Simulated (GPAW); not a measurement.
Consider KMgF3 (Pm-3m).

```xyz
5
Lattice="3.9859 0.0000 0.0000 0.0000 3.9859 0.0000 0.0000 0.0000 3.9859" Properties=species:S:1:pos:R:3 pbc="T T T"
K     1.9929    1.9929    1.9929
Mg    0.0000    0.0000    0.0000
F     0.0000    0.0000    1.9929
F     0.0000    1.9929    0.0000
F     1.9929    0.0000    0.0000
```

Absorber: atom 2, with 6 F at 1.99 Å (octahedral, site symmetry m-3m). Method: GPAW, PBE, full core hole (charged cell), 20-atom cell with 6.9 Å between holes, 4×4×4 k points, dipole transitions, Gaussian full width 0.9 eV up to 4 eV, rising linearly to 3.5 eV at 25 eV.

Q: Where do the maxima of the Mg K edge fall?

Main maxima up to 24 eV above the zero (height): 3.8 eV (2.74), 7.5 eV (2.84), 16.5 eV (0.90) and 23.8 eV (0.62). A K edge sees empty p states on the absorber. The total-energy difference plus the lowest empty eigenvalue puts the zero at 1317.22 eV. One term is added: -12.99 eV, since the hole is spin-paired here and a spin-polarised one costs that much less in the free atom (computed apart). The photon energy is then 1304.23 eV. The tabulated edge of the element is 1303 eV. The functional and the charged cell's background leave an error of a few eV in such absolute values.

The Mg K spectrum (energy from the lowest empty level; intensity scaled to a mean of 1 over the first 20 eV):

| E (eV) | intensity |
| --- | --- |
| -2.0 | 0.00 |
| -1.0 | 0.00 |
| 0.0 | 0.00 |
| 1.0 | 0.01 |
| 2.0 | 0.09 |
| 3.0 | 1.38 |
| 4.0 | 2.63 |
| 5.0 | 0.96 |
| 6.0 | 1.07 |
| 7.0 | 2.56 |
| 8.0 | 2.70 |
| 9.0 | 2.09 |
| 10.0 | 1.23 |
| 11.0 | 0.63 |
| 12.0 | 0.36 |
| 13.0 | 0.33 |
| 14.0 | 0.35 |
| 15.0 | 0.55 |
| 16.0 | 0.85 |
| 17.0 | 0.85 |
| 18.0 | 0.62 |
| 19.0 | 0.46 |
| 20.0 | 0.37 |
| 21.0 | 0.40 |
| 22.0 | 0.50 |
| 23.0 | 0.59 |
| 24.0 | 0.62 |
| 25.0 | 0.59 |
| 26.0 | 0.53 |
| 27.0 | 0.44 |
| 28.0 | 0.36 |
| 29.0 | 0.32 |
| 30.0 | 0.32 |

The mesh is coarse (0.28 Å⁻¹ between points), so small maxima may be mesh ripples. The structure is a published determination, not relaxed.

[Banner, clock and machine lines of the logs are left out without a mark of their own.]

[Logs are printed without paths, hosts, clocks, repeated set-up lines and the standing remarks that a program may print on its own settings, such as how far it seeks lower states.]

[Hosts, paths, dates, database ids (printed as entryN), source tags and the programs' standing remarks are cut or masked in the printed files.]

[Lists of maxima count a maximum above −3 eV only where it reaches 4 % of the highest in the window and stands out from its surroundings by 2 % of it (1.5 % where it reaches 55 %); shoulders and weaker maxima are passed over, and of the rest the first, up to two pre-edge ones and the few strongest are named.]
